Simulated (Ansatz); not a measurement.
# Is the response still linear at 0.35 V/Å? CrGe2N4 bilayer, AA'

The dipole of a slab grows in proportion to a weak field along its normal. Does the weak-field slope carry to a strong field?

How it was computed: Ansatz 0.2.0, plane waves with PAW datasets (its set soft_2), PBE-D3(BJ); atoms held at their relaxed places, 18 Å of vacuum, dipole correction, cell area 7.49 Å², 18×18 k-points, smearing 0.02585 eV. Without field the slab has a gap of 0.13 eV.

| run | field (V/Å) | dipole (e·Å) |
| --- | --- | --- |
| run 1 | −0.10 | −0.07349 |
| run 2 | 0.00 | −0.00001 |
| run 3 | 0.10 | 0.07349 |
| run 4 | 0.35 | ? |

Q: Estimate the withheld value from the rows shown.

A least-squares line through the 3 rows shown has slope 0.734900 and intercept −0.000003; no row lies more than 0.00001 e·Å off it. A perfect conductor with that slope would be 180.95 × 0.73490 / 7.49 = 17.75 Å thick. At 0.35 it gives 0.734900 × 0.35 + (−0.000003) = 0.25721 e·Å, beyond the rows fitted. Rounding and scatter of the rows alone allow about ±0.00002 e·Å there.

The run itself gives 0.26066 e·Å: a miss of +0.00345 e·Å. That is 1.3 % of the induced dipole, a small departure from the straight line; meanwhile the gap has gone from 0.13 eV to under 0.05 eV.

Caveats: Ions are held, so this is the electronic response. Of the series that stay linear within 1 %, this collection keeps about one in seven, and it keeps all that bend. With a small gap or none the response hangs on mesh and smearing, which were not varied here.
